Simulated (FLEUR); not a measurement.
## Energy mapping worked by hand: 1 ML Fe on Ta(001), 1 substrate layers

Aim: get Heisenberg couplings of 1 ML Fe on Ta(001), 1 substrate layers from the energies of collinear orders, with pencil and paper, and test them on an order left out of the fit.

Calculated with FLEUR MaX-R8.1; LDA (VWN); all-electron FLAPW film, Dirac cores, scalar-relativistic bands.

## Step 1: The starting structure

The cell holds 2 atoms: 1 Ta and 1 Fe. Its edges and angles: a = 3.303 Å, b = 3.303 Å, c = 15.335 Å, α = 90.0°, β = 90.0°, γ = 90.0°. Pseudomorphic film on a typed substrate lattice, hard-sphere layer spacings, unrelaxed. Vacuum lies along c.

Coordinates:

```xyz
2
Lattice="3.3026 0.0000 0.0000 0.0000 3.3026 0.0000 0.0000 0.0000 15.3353" Properties=species:S:1:pos:R:3
Ta    0.0000    0.0000    7.0000
Fe    1.6513    1.6513    8.3353
```

## Step 2: The parallel order

All energies count from this run.

inpgen writes inp.xml from crystal.txt; cutoffs, mixing, functional, smearing and local orbitals are then set in the file. The k list default-1 (kpts.xml, not shown) is a Γ-centred 8×8×1 mesh; where the ranks do not divide the number of points, some are split in two of half the weight.

File inp.xml:

```
<?xml version="1.0" encoding="UTF-8" standalone="no"?>
<fleurInput fleurInputVersion="0.39">
   <comment>
      TaFe
   </comment>
   <calculationSetup>
      <cutoffs Kmax="3.6" Gmax="10.8" GmaxXC="10.8" numbands="0"/>
      <scfLoop itmax="120" minDistance="0.00002" maxIterBroyd="15" imix="Anderson" alpha="0.03" precondParam="0.0" spinf="2.0" sdNocoIR="T"/>
      <coreElectrons ctail="T" frcor="F" kcrel="0" coretail_lmax="0"/>
      <xcFunctional name="vwn" relativisticCorrections="F"/>
      <magnetism jspins="2"/>
      <soc l_soc="F" theta="0.0" phi="0.0" spav="F"/>
      <expertModes spex="0" secvar="F"/>
      <geometryOptimization l_f="F" forcealpha="1.0" forcemix="BFGS" epsdisp="0.00001" epsforce="0.00001"/>
      <ldaU l_linMix="F" mixParam="0.05" spinf="1.0"/>
   </calculationSetup>
   <cell>
      <bzIntegration valenceElectrons="43.0" mode="hist" fermiSmearingEnergy="0.00293995">
         <kPointListSelection listName="default-1"/>
         <xi:include xmlns:xi="http://www.w3.org/2001/XInclude" href="kpts.xml"> </xi:include>
      </bzIntegration>
      <xi:include xmlns:xi="http://www.w3.org/2001/XInclude" href="sym.xml"> </xi:include>
      <filmLattice scale="1.0" dVac="8.14" dTilda="10.64">
         <bravaisMatrixFilm>
            <row-1>    6.2409339100589758     0.0000000000000000</row-1>
            <row-2>    0.0000000000000000     6.2409339100589758</row-2>
         </bravaisMatrixFilm>
         <vacuumEnergyParameters vacuum="1" spinUp="-.25" spinDown="-.25"/>
         <vacuumEnergyParameters vacuum="2" spinUp="-.25" spinDown="-.25"/>
      </filmLattice>
   </cell>
   <atomSpecies>
      <species name="Tantalum (Ta)" element="Ta" atomicNumber="73">
         <mtSphere radius="2.41" gridPoints="797" logIncrement="0.017"/>
         <atomicCutoffs lmax="10" lnonsphr="8"/>
         <electronConfig flipSpins="F">
            <coreConfig>(1s1/2) (2s1/2) (2p1/2) (2p3/2) (3s1/2) (3p1/2) (3p3/2) (4s1/2) (3d3/2) (3d5/2) (4p1/2) (4p3/2) (4d3/2) (4d5/2)</coreConfig>
            <valenceConfig>(5s1/2) (5p1/2) (5p3/2) (6s1/2) (4f5/2) (4f7/2) (5d3/2) (5d5/2)</valenceConfig>
            <stateOccupation state="(5d3/2)" spinUp="0.600000" spinDown="0.600000"/>
            <stateOccupation state="(5d5/2)" spinUp="0.900000" spinDown="0.900000"/>
         </electronConfig>
         <energyParameters s="6" p="6" d="5" f="5"/>
         <lo type="SCLO" l="0" n="5" eDeriv="0"/>
         <lo type="SCLO" l="1" n="5" eDeriv="0"/>
         <lo type="SCLO" l="3" n="4" eDeriv="0"/>
      </species>
      <species name="Iron (Fe) 2.800" element="Fe" atomicNumber="26">
         <mtSphere radius="2.41" gridPoints="797" logIncrement="0.015"/>
         <atomicCutoffs lmax="10" lnonsphr="8"/>
         <electronConfig flipSpins="F">
            <coreConfig>(1s1/2) (2s1/2) (2p1/2) (2p3/2)</coreConfig>
            <valenceConfig>(3s1/2) (3p1/2) (3p3/2) (4s1/2) (3d3/2) (3d5/2)</valenceConfig>
            <stateOccupation state="(3d3/2)" spinUp="1.4" spinDown="1.0"/>
            <stateOccupation state="(3d5/2)" spinUp="3.0" spinDown="0.6"/>
         </electronConfig>
         <energyParameters s="4" p="4" d="3" f="4"/>
         <lo type="SCLO" l="0" n="3" eDeriv="0"/>
         <lo type="SCLO" l="1" n="3" eDeriv="0"/>
      </species>
   </atomSpecies>
   <atomGroups>
      <atomGroup species="Tantalum (Ta)">
         <filmPos label="                   1">.0000000000 .0000000000 -1.2616489630</filmPos>
         <force calculate="T" relaxXYZ="TTT"/>
      </atomGroup>
      <atomGroup species="Iron (Fe) 2.800">
         <filmPos label="                   2">1.000/2.000 1.000/2.000 1.2616489630</filmPos>
         <force calculate="T" relaxXYZ="TTT"/>
      </atomGroup>
   </atomGroups>
   <output dos="F" band="F" slice="F">
      <bandDOS minEnergy="-.5*Htr" maxEnergy="0.5*Htr" sigma="0.015" storeEVData="T"/>
      <plotting iplot="0" polar="F">
         <plot TwoD="T" vec1="  1.0  0.0  0.0" vec2="  0.0  1.0  0.0" vec3="  0.0  0.0  1.0" zero="  0.0  0.0 -0.5" file="plot"/>
      </plotting>
      <moessbauerParams electricFieldGradient="F" isomerShift="F" coreHyperfine="F" valenceHyperfine="F"/>
   </output>
</fleurInput>
```

File crystal.txt:

```
TaFe
&input film=T cartesian=F /
3.30256000000  0.00000000000  0.00000000000
0.00000000000  3.30256000000  0.00000000000
0.00000000000  0.00000000000  1.00000000000
1.8897261246
1.0 1.0 1.0

2
73 0.00000000000  0.00000000000  -1.26164896296
26 0.50000000000  0.50000000000  1.26164896296 : 2.800

&kpt div1=8 div2=8 div3=1 gamma=T /
```

Run with:

```bash
$ OMP_NUM_THREADS=1 inpgen -f crystal.txt > inpgen.log  # inp.xml is then edited as shown
$ OMP_NUM_THREADS=1 mpirun -n 2 fleur_MPI > fleur.log
```

Log:

```text
Welcome to FLEUR        (www.flapw.de)
      MaX-Release 8.1          (www.max-centre.eu)

 ========== k-point set info ==========
 Selected k-point list: default-1
 k-point list type: mesh
 0 x 0 x 0
 Number of k points: 16

 [... set-up left out ...]
 Iteration:     1   Distance:      27.55311207 me/bohr^3
 Iteration:     2   Distance:      13.05913222 me/bohr^3
 Iteration:     3   Distance:      10.89884179 me/bohr^3
 Iteration:     4   Distance:      16.26193865 me/bohr^3
 Iteration:     5   Distance:      10.43353334 me/bohr^3
[...]
<sumOfEigenvalues value="   -10342.0290052742">
               <coreElectrons value="-10292.8851630156"/>
               <valenceElectrons value="-49.1438422586"/>
            </sumOfEigenvalues>
         [... left out ...]
            <freeEnergy value="-16887.3518516126"/>
            <extrapolationTo0K value="-16887.3499163588"/>
         </totalEnergy>
         <densityConvergence units="me/bohr^3">
            <chargeDensity spin="1" distance="0.0000078919"/>
            <chargeDensity spin="2" distance="0.0000112515"/>
            <overallChargeDensity distance="0.0000116171"/>
            <spinDensity distance="0.0000155821"/>
         </densityConvergence>
      </iteration>
```

It took 1.7 min on 2 MPI ranks of Arm Neoverse V1, shared host; peak memory 0.18 GiB; 3.3 min of CPU time.

Spin moment in the muffin-tin sphere by atom:

```
atom  spin moment in the muffin-tin sphere (μB)
 Ta1                                      -0.57
 Fe2                                       2.19
```

Numbers from this step:

| Item | Value |
| --- | --- |
| free energy | -459528.2539 eV |
| program's band gap on this mesh (in a metal only a level spacing) | 0.003876 eV |
| magnetization | 1.347 μB |
| final state | ferromagnetic, with opposed induced moments |

After 47 cycles the largest moment stands at 2.19 μB.

## Step 3: The orders used for the fit

The other orders were run with the same settings, on meshes that hold the same points. Free energies are divided by the number of Fe atoms; q is in fractions of the reciprocal vectors of the first run's cell.

```
              order  atoms   mesh  free energy (eV)     eV per Fe  largest moment (μB)
                F +      2  8×8×1      -459528.2539  -459528.2539                 2.19
AF q=(1/2,1/2,0) +-      4  4×8×1      -919056.5624  -459528.2812                 2.34
```

## Step 4: Counting neighbours

With E = −Σ J e_i·e_j over ordered pairs of unit vectors, turning a neighbour from parallel to opposed costs 2J a Fe atom. So an order lies 2 Σ n J over the parallel one, n being the opposed neighbours in each shell.

```
shell  distance (Å)  neighbours  opposed in AF q=(1/2,1/2,0) +-  opposed in AF q=(0,1/2,0) +-
   J1          3.30           4                               4                             2
   J2          4.67           4                               0                             4
```

Only J1 is kept.

## Step 5: Solving

```
2 × 4 × J1 = -27.3 meV    (AF q=(1/2,1/2,0) +-)
J1 = -3.41 meV
```

## Step 6: The test

The couplings now give the orders that were left out:

```
2 × 2 × (-3.41) = -13.6 meV    (AF q=(0,1/2,0) +-)
```

The runs themselves:

```
            order  atoms   mesh  free energy (eV)     eV per Fe  largest moment (μB)  over the parallel order (meV)  foretold (meV)
AF q=(0,1/2,0) +-      4  8×4×1      -919056.6277  -459528.3138                 2.21                          -59.9           -13.6
```

## Step 7: One more shell

One try is to add the next shell, though changing moments can also cause the miss. Both differences then fix both couplings, and no order is left for a test.

```
2 × 4 × J1 = -27.3 meV    (AF q=(1/2,1/2,0) +-)
2 × 2 × J1 + 2 × 4 × J2 = -59.9 meV    (AF q=(0,1/2,0) +-)
J1 = -3.41 meV
J2 = -5.78 meV
```

## Step 8: Results

```json
{
  "effective coupling of the reversed pairs, counted on J1 (Fe–Fe at 3.30 Å)": "-3.41 meV",
  "largest miss on the orders left out": "46 meV",
  "J1 with two shells": "-3.41 meV",
  "J2 with two shells": "-5.78 meV"
}
```

The model misses the order left out by 46 meV, 77 % of the largest distance from the parallel order, so it fails: these couplings alone don't describe the crystal. With the next shell added the couplings are J1 = -3.41 and J2 = -5.78 meV, untested. The largest moments of the orders differ by 6.5 % of the greatest. One difference fixes one number: it sums all reversed shells and need not be the coupling of the nearest one, even in sign. With one substrate layer the cell is a free-standing, unrelaxed film and no surface.

[Logs and program files are shortened in this print: banners, set-up blocks, solver, clock and traceback lines can be left out without a mark of their own.]

[Logs are printed without paths, hosts, clocks, repeated set-up lines and the standing remarks that a program may print on its own settings, such as how far it seeks lower states.]

[Hosts, paths, dates, database ids (printed as entryN), source tags and the programs' standing remarks are cut or masked in the printed files.]

[Where a cell is said to come from a database of computed structures, the database is the Materials Project.]
